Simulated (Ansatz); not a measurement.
# Decaying states in the gap of K2LiCl3, part 3 of 3

Wanted: the relaxed cell of K2LiCl3, its band edges and its decay constants. It is built by putting Li for Na in the K2NaCl3 structure of space group P-3m1, with the volume rescaled by atomic radii. The parent structure comes from the Materials Project.

Ansatz 0.2.0; r2SCAN DFT, plane waves, PAW files (the session's first sound run).

So far, gap on the k-mesh (eV): step 3 (the bulk crystal and its band edges, r2SCAN) 5.86; step 6 (PBE, cutoff 420 eV) 5.20.

The structure was built from a prototype and need not be the compound's stable phase.

## 8. A repeat with changed settings: basis.xc_grid = 3

This step: r2SCAN DFT, plane waves, PAW files; complex bands by layer matching along the plane's normal; changed: basis.xc_grid = 3 (Ansatz 0.2.0).

This run repeats an earlier one, its twin (the complex run, plane (001)), with one setting changed (basis.xc_grid; files written aside). It is meant to test whether the numerical route changes the result or only the time. Where the input is shown as a difference, that is against the step before, not the twin.

Input file input.yaml:

```yaml
crystal:
  lattice:
    - [4.133285928, 0.0, 0.0]
    - [2.066642964, 3.579530614, 0.0]
    - [0.0, 0.0, 10.535084979]
  atoms:
    - { symbol: K, position: [0.6666666667, 0.6666666667, 0.6848287943] }
    - { symbol: K, position: [0.3333333333, 0.3333333333, 0.3151712057] }
    - { symbol: Li, position: [0.0, 0.0, 0.0] }
    - { symbol: Cl, position: [0.6666666667, 0.6666666667, 0.1297295142] }
    - { symbol: Cl, position: [0.3333333333, 0.3333333333, 0.8702704858] }
    - { symbol: Cl, position: [0.0, 0.0, 0.5] }
kpoints:
  mp_grid: { grid: [6, 6, 2] }
scf:
  occupations: { method: fixed }
hamiltonian:
  xc: r2scan
output:
  eigenvalues: true
  transmission:
    leads: [[0, 0]]
    kpoints: [[0.0, 0.0], [0.5, 0.0]]
    e_range: [-1.0, 6.86]
    de: 0.2
basis:
  xc_grid: 3
```

The run is started by

```console
$ ansatz run input.yaml --threads 2 --pin off --max-ram 4096MiB --backend cpu --events-out ev --progress --plain --runs-dir out
```

Numbers of over 12 decimals in the logs are rounded to 6 here.

The program printed:

```text
[...]
Crystal: 6 atoms, lattice volume = 155.869 Å³
Basis set: ecut = 500 eV, 3981 PW (Γ), exchange–correlation on 96×96×240 points (27 copies of the dense FFT grid, shifted against one another)
Bands: 27, of which v1, the nominal top of the filled ones, is band 21 counted from 1 (20 counted from 0)
Symmetry: 12 space group operations
[...]
k-points: 14 of 72
[...]
SCF iter   1: F=—  HF=-6553.333449 eV  |F-HF|=—  |Δ(HF+E_count)|=         —  Δρ=4.12e-3  dr2=1.65e-2  dr2_τ=4.83e-3  ethr=1.77e-3  ⟨swp⟩=4.8  Hψ=1616  notcnv=0  defer=51
[...]
SCF iter   6: F=-6553.385810 eV  HF=-6553.385810 eV  |F-HF|=7.70e-9  |Δ(HF+E_count)|=   2.54e-7  Δρ=4.07e-6  dr2=2.59e-8  dr2_τ=7.50e-9  ethr=2.38e-10  ⟨swp⟩=12.6  Hψ=2030  notcnv=0
SCF 1 converged in 6 iterations: F = -6553.385810 eV  dr2 = 2.59e-8
[...]
transmission: 15 of 30 steps passed
transmission: 30 of 30 steps passed
SCF converged after 6 iterations
Free energy (F): -6553.385810 eV
[...]
Internal energy: -6553.385810 eV  (E = F + TS)
E sigma→0 (E₀):  -6553.385810 eV
Fermi energy:    0.860821 eV
[...]
--- Band table (eV; the first three rows and the last of 14) ---
  k-point 0: bands = [... 17 lower, 0.6002, 0.8003, 0.8003, 0.8608, 6.7201, 8.1227, 8.7570, 9.0371, ... 2 higher]
  k-point 1: bands = [... 17 lower, 0.7066, 0.7066, 0.7365, 0.7365, 7.2769, 7.5210, 8.4459, 9.0350, ... 2 higher]
  k-point 2: bands = [... 17 lower, 0.5239, 0.5741, 0.7743, 0.8218, 7.3384, 8.5435, 8.8316, 9.1572, ... 2 higher]
  k-point 13: bands = [... 17 lower, 0.0563, 0.1469, 0.6453, 0.6453, 9.0874, 9.4221, 9.4221, 9.6560, ... 2 higher]
--- Transmission ---
  basis      : 151 plane waves across, 15 finite elements along
  points     : 2, as listed
[...]
crystal 0  : K2Cl3Li1, at the sites [0, 0], period 10.5351 Å: whole cells are its period
[...]
channels       : 0.000000e0 a spin
[...]
slowest decay  : 0.4281 /Å at (0.0000, 0.0000)
```

It took 16 s on 2 threads of Intel Xeon Platinum 8175M at 2.50GHz (Skylake/Cascade Lake), shared host; peak memory 0.78 GiB.

A gap read on the k-mesh alone can miss the band edges.

This step gave:

```yaml
free_energy: -6553.3858 eV
fermi_energy: 0.8608 eV
gap_on_the_k_mesh: 5.859 eV
level_to_which_the_leads_are_filled: 2.930 eV from the Fermi level
decay_constant_at_the_filling_level_zone_centre: 0.4281 Å⁻¹
decay_constant_at_the_filling_level_slowest_listed_point: 0.4281 Å⁻¹
```

K parallel (0, 0); values up to 1.5 1/Å, a degenerate pair printed once or twice; energies at which all values exceed this have no row. Table of Im kz of the slowest decaying states by energy, zero at the highest filled level on the SCF mesh:

```csv
energy (eV),decay 1 (Å⁻¹),decay 2 (Å⁻¹),decay 3 (Å⁻¹),decay 4 (Å⁻¹)
-1.00,0.695,1.33,1.35,1.41
-0.60,0.105,0.461,1.31,1.32
-0.40,0.114,0.155,1.31,1.31
0.00,0.00559,0.242,1.28,1.29
0.20,0.195,0.455,1.27,1.28
0.60,0.305,0.634,1.24,1.26
0.80,0.337,0.688,1.22,1.25
1.20,0.382,0.762,1.19,1.23
1.40,0.397,0.789,1.18,1.22
1.80,0.418,0.829,1.15,1.18
2.20,0.430,0.857,1.11,1.15
2.40,0.432,0.866,1.10,1.13
2.80,0.431,0.880,1.06,1.10
3.00,0.428,0.883,1.05,1.08
3.40,0.417,0.885,1.01,1.05
3.60,0.409,0.884,0.991,1.03
4.00,0.387,0.877,0.953,0.995
4.40,0.357,0.865,0.913,0.961
4.60,0.338,0.857,0.893,0.944
5.00,0.290,0.838,0.849,0.909
5.20,0.259,0.826,0.827,0.891
5.60,0.169,0.778,0.801,0.854
5.80,0.0822,0.751,0.787,0.835
6.20,0.694,0.755,0.795,0.905
6.40,0.662,0.738,0.774,0.883
6.80,0.585,0.699,0.729,0.834
```

K parallel (0.5, 0); values up to 1.5 1/Å, a degenerate pair printed once or twice; energies at which all values exceed this have no row. Table of Im kz of the slowest decaying states by energy, zero at the highest filled level on the SCF mesh:

```csv
energy (eV),decay 1 (Å⁻¹),decay 2 (Å⁻¹),decay 3 (Å⁻¹),decay 4 (Å⁻¹)
-1.00,0.184,0.524,0.764,1.21
-0.60,0.0987,0.305,0.710,1.12
-0.40,0.0892,0.651,1.10,1.42
0.00,0.361,0.431,0.666,1.09
0.20,0.412,0.552,0.719,1.08
0.60,0.481,0.686,0.765,1.06
0.80,0.506,0.731,0.777,1.05
1.20,0.543,0.789,0.797,1.03
1.40,0.557,0.792,0.822,1.02
1.80,0.577,0.793,0.862,0.992
2.20,0.589,0.788,0.892,0.966
2.40,0.593,0.785,0.903,0.953
2.80,0.596,0.774,0.921,0.926
3.00,0.595,0.768,0.911,0.928
3.40,0.590,0.753,0.882,0.938
3.60,0.585,0.744,0.868,0.941
4.00,0.572,0.724,0.837,0.944
4.40,0.553,0.701,0.806,0.943
4.60,0.542,0.688,0.789,0.941
5.00,0.513,0.660,0.756,0.934
5.20,0.497,0.644,0.739,0.929
5.60,0.456,0.608,0.703,0.916
5.80,0.431,0.588,0.685,0.908
6.20,0.370,0.542,0.646,0.890
6.40,0.330,0.515,0.626,0.879
6.80,0.202,0.450,0.584,0.855
```

The energy agrees with the twin's within 2e-6 eV and the result to the printed digits, after as many cycles: the change makes no difference here.

## 9. What came out

```yaml
band_gap: 5.86 eV
least_decay_constant_at_mid_gap_normal_to_001: 0.428 Å⁻¹
least_decay_constant_on_a_mesh_normal_to_001: 0.429 Å⁻¹
least_decay_constant_pbe: 0.404 Å⁻¹
```

With r2SCAN, the slowest decay at the wavevectors tried is κ = 0.428 Å⁻¹, normal to (001). Through such a film the transmission near mid-gap falls as exp(−2κd), a factor of ten every 2.7 Å. A free electron under a barrier of half the gap would need a mass of 0.24 mₑ to decay at this rate. With PBE the gap goes from 5.86 to 5.20 eV and the decay constant, over the first 2 listed wavevectors, from 0.428 to 0.404 Å⁻¹. The compound is made up by substitution; its stability against other phases and against distortions of the cell's symmetry was not tested. r2SCAN still narrows gaps, if less than LDA and GGA do, so real decay constants are likely larger.

[Logs are printed without paths, hosts, clocks, repeated set-up lines and the standing remarks that a program may print on its own settings, such as how far it seeks lower states.]

[Hosts, paths, dates, database ids (printed as entryN), source tags and the programs' standing remarks are cut or masked in the printed files.]
